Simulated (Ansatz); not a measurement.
# ZnPS3 (C2/m): how G0W0 depends on its starting point

Aim: G0W0 for ZnPS3 (C2/m) on several starting functionals, at one mesh, band count and screening cutoff.

Program: Ansatz 0.2.0. Level of theory: G0W0 on several functionals, plane waves, PAW. Results are calculated unless marked as measured.

This is a report of a sequence of runs, with most program output left out.

In doubt: masses and optical values from hybrid runs of this build are listed as unsure (step 4), which bears on the screening that GW takes from such a start.

## (1) The starting structure

It takes space group C2/m (No. 12, monoclinic). Conventional cell: a = 5.848 Å, b = 10.137 Å, c = 6.591 Å, α = 90.00°, β = 107.04°, γ = 90.00°. Zn has 6 S at 2.50 to 2.51 Å nearest. Nearest to P lie 3 S at 2.03 Å and 1 P at 2.19 Å. S has 1 P at 2.03 Å and 2 Zn at 2.50 Å nearest. Nearest to S lie 1 P at 2.03 Å and 2 Zn at 2.51 Å. Farther neighbours and most contacts between anions are not listed.

The structure was relaxed with LDA. The runs that relaxed it are not among those shown. The default PAW set here is soft_2. Its files were made with PBE.

## (2) G0W0 on LDA

Now the one-shot GW correction: screening in the RPA, then the self-energy of the levels asked for.

This step: G0W0 on LDA, plane waves, PAW.

Input file input.yaml:

```yaml
crystal:
  lattice:
    - [2.9241439516, -5.0686337764, 0.0002131003]
    - [2.9241439516, 5.0686337764, 0.0002131003]
    - [-1.9314010456, 0.0, 6.30138264]
  atoms:
    - { symbol: Zn, position: [0.6674819479, 0.3325180521, 0.0] }
    - { symbol: Zn, position: [0.3325180521, 0.6674819479, 0.0] }
    - { symbol: P, position: [0.9420357264, 0.9420357264, 0.8265338672] }
    - { symbol: P, position: [0.0579642736, 0.0579642736, 0.1734661328] }
    - { symbol: S, position: [0.5801548021, 0.9164201668, 0.7487598531] }
    - { symbol: S, position: [0.0835798332, 0.4198451979, 0.2512401469] }
    - { symbol: S, position: [0.7465943414, 0.7465943414, 0.2505942246] }
    - { symbol: S, position: [0.2534056586, 0.2534056586, 0.7494057754] }
    - { symbol: S, position: [0.4198451979, 0.0835798332, 0.2512401469] }
    - { symbol: S, position: [0.9164201668, 0.5801548021, 0.7487598531] }
kpoints:
  mp_grid: { grid: [4, 4, 2] }
hamiltonian:
  xc: lda
scf:
  occupations: { method: fixed }
gw:
  n_empty_bands: 362
  ecut_chi: 90
  qp_bands: [v3, c3]
  qp_kpoints: band_edges
  screening: { model: contour_deformation }
```

Started as:

```sh
$ ansatz run input.yaml --threads 8 --pin off --max-ram 55296MiB --backend cuda --events-out ev --progress --plain --runs-dir out --devices 1 --max-vram 24GiB
```

Wall time 8.1 s (1 × NVIDIA H100 80GB HBM3 with 8 threads of AMD EPYC 7R13 (Zen 3), shared host); peak memory 1.8 GiB.

Numbers from this step:

```yaml
bands_summed: 397
rpa_eps_infinity_on_this_mesh_eigenvalues: 5.082, 8.238, 8.260
plane_waves_in_the_screening_matrix: 365
q_points_in_the_mesh: 32
g0w0_gap_on_the_mesh: 3.429 eV
k_of_the_valence_top: -0.5, -0.5, 0
k_of_the_conduction_bottom: 0, 0, 0
starting_gap_on_the_mesh: 2.146 eV
z_at_the_valence_top: 0.7584
z_at_the_conduction_bottom: 0.7847
least_direct_g0w0_gap_on_the_computed_points: 3.613 eV
```

The gap on the mesh goes from 2.15 eV to 3.43 eV, a correction of +1.28 eV. Between the two edge states, bare exchange in place of the xc potential would open the gap by 7.76 eV, and correlation takes back 6.47 eV.

## (3) G0W0 on r2SCAN

One-shot GW remembers its start. Another functional's orbitals and levels show by how much.

This step: G0W0 on r2SCAN, plane waves, PAW.

Changes to input.yaml since step 2:

```diff
@@ -19,3 +19,3 @@
 hamiltonian:
-  xc: lda
+  xc: r2scan
 scf:
```

Elapsed: 10 s, on 1 × NVIDIA H100 80GB HBM3 with 8 threads; peak memory 2.3 GiB; 30 s of CPU time.

This step gave:

- bands summed: 397
- RPA ε∞ on this mesh (eigenvalues): 4.354, 6.769, 6.780
- plane waves in the screening matrix: 365
- q-points in the mesh: 32
- G0W0 gap on the mesh: 3.787 eV
- k of the valence top: -0.5, -0.5, 0
- k of the conduction bottom: 0, 0, 0
- starting gap on the mesh: 2.875 eV
- Z at the valence top: 0.7742
- Z at the conduction bottom: 0.7977
- least direct G0W0 gap on the computed points: 3.936 eV

Against the run with 4×4×2 mesh, 362 empty bands, screening to 90 eV on LDA, the gap moves by +0.36 eV, while the start moved by +0.73 eV.

## (4) G0W0 on HSE06

This step: G0W0 on HSE06, plane waves, PAW.

Changes to input.yaml since step 3:

```diff
@@ -19,3 +19,3 @@
 hamiltonian:
-  xc: r2scan
+  xc: hse06
 scf:
```

It took 33 s on 1 × NVIDIA H100 80GB HBM3 with 8 threads; peak memory 2.3 GiB; 83 s of CPU time.

Numbers from this step:

| Item | Value |
| --- | --- |
| bands summed | 397 |
| RPA ε∞ on this mesh (eigenvalues) | 4.015, 5.890, 5.898 |
| plane waves in the screening matrix | 365 |
| G0W0 gap on the mesh | 4.039 eV |
| k of the valence top | -0.5, -0.5, 0 |
| k of the conduction bottom | 0, 0, 0 |
| starting gap on the mesh | 3.541 eV |
| least direct G0W0 gap on the computed points | 4.188 eV |

Against the run with 4×4×2 mesh, 362 empty bands, screening to 90 eV on r2SCAN, the gap moves by +0.25 eV, while the start moved by +0.67 eV.

## (5) The starts together

All on the 4×4×2 mesh with 362 empty bands and screening to 90 eV. Times are wall times on 1 × NVIDIA H100 80GB HBM3 with 8 threads of AMD EPYC 7R13 (Zen 3), shared host, good to a factor of about two.

```tsv
start	starting gap (eV)	shift (eV)	G0W0 gap (eV)	RPA ε∞ (harmonic mean)	Z (valence, conduction)	time
LDA	2.15	+1.28	3.43	6.83	0.76, 0.78	8.1 s
r2SCAN	2.88	+0.91	3.79	5.72	0.77, 0.80	10 s
HSE06	3.54	+0.50	4.04	5.10	0.79, 0.81	33 s
```

The parts of the quasiparticle energy at the two band edges (eV; QP = start + Σx + Σc − Vxc):

```tsv
run	edge	start	Σx	Σc	Vxc	Z	QP
LDA	valence top	6.15	-20.53	2.36	-17.76	0.76	5.73
LDA	conduction bottom	8.29	-10.34	-4.11	-15.32	0.78	9.16
r2SCAN	valence top	6.11	-20.75	2.41	-17.94	0.77	5.71
r2SCAN	conduction bottom	8.99	-10.03	-4.05	-14.58	0.80	9.49
HSE06	valence top	5.68	-20.13	2.18	-17.83	0.79	5.55
HSE06	conduction bottom	9.22	-9.81	-3.97	-14.16	0.81	9.59
```

For a hybrid start, Vxc holds its share of exact exchange.

## (6) Outcome

```json
{
  "G0W0@LDA": "3.43 eV (start 2.15 eV)",
  "G0W0@r2SCAN": "3.79 eV (start 2.88 eV)",
  "G0W0@HSE06": "4.04 eV (start 3.54 eV)",
  "known limits": "not at the basis limit; coarse k mesh"
}
```

What this shows: The starting gaps span 1.39 eV and the G0W0 gaps 0.61 eV. Between LDA and HSE06, 0.61 eV of the 1.39 eV survives, 44 %. HSE06 screens less than LDA (ε∞ 5.10 against 6.83). Of the 0.61 eV by which its G0W0 gap is higher, the correlation part gives +0.32 eV, and exchange with the one-particle terms, which follow the orbitals, +0.29 eV. The smallest correction, +0.50 eV, is on HSE06, the start nearest to reproducing itself. Bands and cutoff are finite, so the gap is not at the basis limit. The miss can reach some tenths of an eV and take either sign; the mesh is an error of its own. The 4×4×2 mesh is coarse for this cell (its supercell is 13 Å along the shortest edge). The RPA ε∞ on it, from the LDA start, is 5.08, 8.24 and 8.26; such meshes misread the long-range screening, most where the gap is narrow.

[Paths, hosts, dates, memory and timing lines, banners, echoed tables and standing remarks are left out of the program output.]

[Logs are printed without paths, hosts, clocks, repeated set-up lines and the standing remarks that a program may print on its own settings, such as how far it seeks lower states.]

[Runs of the session that timed out or met a known fault of the program may be left out.]

[Cells called generated may have been cut or substituted from an entry of the Crystallography Open Database or the Materials Project.]

[Hosts, paths, dates, database ids (printed as entryN), source tags and the programs' standing remarks are cut or masked in the printed files.]
